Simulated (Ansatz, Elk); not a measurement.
# TeS2: X-ray structure factors from the self-consistent density, part 2 of 2

Structure refinements treat a crystal as free atoms side by side. For a made-up structure of TeS2 (cell and positions from a r2SCAN relaxation) the runs below show what the calculated density changes in F(hkl).

Elk 11.2.3 (patched build); all-electron DFT.

So far: The structure; Ground state and structure factors; The highest occupied states alone.

The structure was built from a prototype and need not be the compound's stable phase.

## Step 4: Another functional

Level of this step: DFT, LDA (Perdew-Wang), all-electron APW+lo, Dirac cores, scalar-relativistic bands, static density, no spin (Elk).

The difference from free atoms is small, so it is set against the change that LDA (Perdew-Wang) makes.

elk.in

```
tasks
  0
  195

xctype
  3

spinpol
  .false.

rgkmax
  7.0

gmaxvr
  14.0

lmaxo
  7

lmaxapw
  8

swidth
  0.002

tshift
  .false.

ramdisk
  .false.

hmaxvr
  5.5

maxscl
  120

epspot
  1e-06

sppath
  './'

avec
  7.20482697207 -0.00000000000 -0.00000000000
  -3.60241348604 6.23956318768 -0.00000000000
  -0.00000000000 -0.00000000000 11.62516269741

atoms
  2
  'Te.in'
  1
  -0.0000000000 0.0000000000 -0.0000000000   0.000000 0.000000 0.000000
  'S.in'
  2
  0.3333333333 0.6666666667 0.2505456233   0.000000 0.000000 0.000000
  0.6666666667 0.3333333333 0.7494543767   0.000000 0.000000 0.000000

ngridk
  7 7 4
```

Launch:

```sh
> OMP_NUM_THREADS=4 elk
```

Numbers of over 12 decimals in the logs are rounded to 6 here.

Log:

```text
┌─────────────────────────┐
│ Elk code version 11.2.3 │
└─────────────────────────┘

All units are atomic (Hartree, Bohr, etc.)

┌─────────────────────────────────────────────────┐
│ Ground-state run starting from atomic densities │
└─────────────────────────────────────────────────┘

Lattice vectors :
   7.204826972      -0.000000000      -0.000000000
  -3.602413486       6.239563188      -0.000000000
  -0.000000000      -0.000000000       11.62516270

Reciprocal lattice vectors :
  0.8720799724      0.5034956068       0.000000000
[...]
muffin-tins (core leakage)
  species : 1 (Te)
[...]
species : 2 (S)
   atom 1                    :    14.38973277     (  0.6250516697E-04)
   atom 2                    :    14.38973277     (  0.6250516697E-04)
 total in muffin-tins        :    78.55517702
 total calculated charge     :    84.00018073
 total charge                :    84.00000000
 error                       :   0.1807302278E-03

┌──────────────────────────────┐
│ Self-consistent loop stopped │
└──────────────────────────────┘

Warning : core states of species 1 leak from the muffin-tin :   0.3956603821E-03

Wrote STATE.OUT
[key lines of the parts left out:]
total energy                :     -7587.2912130522
```

The job ended after 7.8 s (4 threads of Arm Neoverse V2, shared host; peak memory 0.16 GiB; 19 s of CPU time).

Against the first run R = 0.06 %; the largest change is +0.044 at 002.

## Step 5: Basis size

A smaller basis shows how fast F responds to it; the change is likely larger than the basis error of the first run, but doesn't show convergence.

Edit elk.in of step 4 so:

```diff
@@ -5,3 +5,3 @@
 xctype
-  3
+  20
 
@@ -11,3 +11,3 @@
 rgkmax
-  7.0
+  5.5
```

Launch:

```sh
> OMP_NUM_THREADS=4 elk
```

Log:

```text
┌─────────────────────────┐
│ Elk code version 11.2.3 │
└─────────────────────────┘

All units are atomic (Hartree, Bohr, etc.)

┌─────────────────────────────────────────────────┐
│ Ground-state run starting from atomic densities │
└─────────────────────────────────────────────────┘

Lattice vectors :
   7.204826972      -0.000000000      -0.000000000
  -3.602413486       6.239563188      -0.000000000
  -0.000000000      -0.000000000       11.62516270

Reciprocal lattice vectors :
  0.8720799724      0.5034956068       0.000000000
[...]
muffin-tins (core leakage)
  species : 1 (Te)
[...]
species : 2 (S)
   atom 1                    :    14.38360778     (  0.6873324711E-04)
   atom 2                    :    14.38360778     (  0.6873324711E-04)
 total in muffin-tins        :    78.49127346
 total calculated charge     :    84.00009171
 total charge                :    84.00000000
 error                       :   0.9171335050E-04

┌──────────────────────────────┐
│ Self-consistent loop stopped │
└──────────────────────────────┘

Warning : core states of species 1 leak from the muffin-tin :   0.3921224095E-03

Wrote STATE.OUT
[key lines of the parts left out:]
total energy                :     -7595.2491124383
```

Wall time 12 s (4 threads); peak memory 0.16 GiB.

Against the first run R = 0.02 %; the largest change is -0.029 at 110.

## Step 6: Basis size

The basis and the expansions that go with it are enlarged, to see whether the differences are converged.

Edit elk.in of step 5 so:

```diff
@@ -11,12 +11,12 @@
 rgkmax
-  5.5
+  8.5
 
 gmaxvr
-  14.0
+  18.0
 
 lmaxo
-  7
+  9
 
 lmaxapw
-  8
+  10
```

Launch:

```sh
> OMP_NUM_THREADS=4 elk
```

Log:

```text
┌─────────────────────────┐
│ Elk code version 11.2.3 │
└─────────────────────────┘

All units are atomic (Hartree, Bohr, etc.)

┌─────────────────────────────────────────────────┐
│ Ground-state run starting from atomic densities │
└─────────────────────────────────────────────────┘

Lattice vectors :
   7.204826972      -0.000000000      -0.000000000
  -3.602413486       6.239563188      -0.000000000
  -0.000000000      -0.000000000       11.62516270

Reciprocal lattice vectors :
  0.8720799724      0.5034956068       0.000000000
[...]
muffin-tins (core leakage)
  species : 1 (Te)
[...]
species : 2 (S)
   atom 1                    :    14.42148554     (  0.6915533440E-04)
   atom 2                    :    14.42148554     (  0.6915533440E-04)
 total in muffin-tins        :    78.58692434
 total calculated charge     :    83.99935729
 total charge                :    84.00000000
 error                       :   0.6427121638E-03

┌──────────────────────────────┐
│ Self-consistent loop stopped │
└──────────────────────────────┘

Warning : core states of species 1 leak from the muffin-tin :   0.3910674596E-03

Wrote STATE.OUT
[key lines of the parts left out:]
total energy                :     -7595.2911612900
```

It took 30 s on 4 threads; peak memory 0.26 GiB.

Against the first run R = 0.00 %; the largest change is -0.005 at 213.

## Step 7: Settings against the effect

```
                              run  R against the first run (%)  R against neutral atoms, low angle (%)  wall time
                    PBE, rgkmax 7                         0.00                                    0.26       13 s
                LDA (Perdew-Wang)                         0.06                                    0.23      7.8 s
                       rgkmax 5.5                         0.02                                    0.27       12 s
rgkmax 8.5 with larger expansions                         0.00                                    0.26       30 s
```

## Step 8: Summary of results

| Item | Value |
| --- | --- |
| R against neutral atoms, sin θ/λ < 0.3 Å⁻¹ | 0.26 % |
| R against neutral atoms, 0.3 to 0.79 Å⁻¹ | 0.11 % |

What this shows: Independent neutral atoms miss the calculated amplitudes by R = 0.26 % below 0.3 Å⁻¹ and 0.11 % from there to 0.79 Å⁻¹; by shells, 0.30 % below 0.15 Å⁻¹ (1 form), 0.26 % 0.15 to 0.3 (11 forms), 0.20 % 0.3 to 0.45 (23 forms), 0.09 % above 0.45 (114 forms). Bonding, aspherical density and the tables' own atoms all enter these figures, and the runs don't part them. The largest change of an amplitude is -0.28 electrons, at 101. The window's part falls from 12.8 electrons at the origin to at most 0.22 between 0.45 and 0.79 Å⁻¹. Below 0.3 Å⁻¹ the changes that finished (LDA (Perdew-Wang), rgkmax 5.5 and rgkmax 8.5 with larger expansions) move F by R = 0.04 % at most, against the 0.26 % that separates it from free atoms. The k-mesh has no finished test. Part of the difference isn't bonding: the tables are fits to free atoms and ions calculated by other methods than this functional. Thermal motion, anomalous dispersion and extinction are left out.

[Logs are printed without paths, hosts, clocks, repeated set-up lines and the standing remarks that a program may print on its own settings, such as how far it seeks lower states.]

[Hosts, paths, dates, database ids (printed as entryN), source tags and the programs' standing remarks are cut or masked in the printed files.]
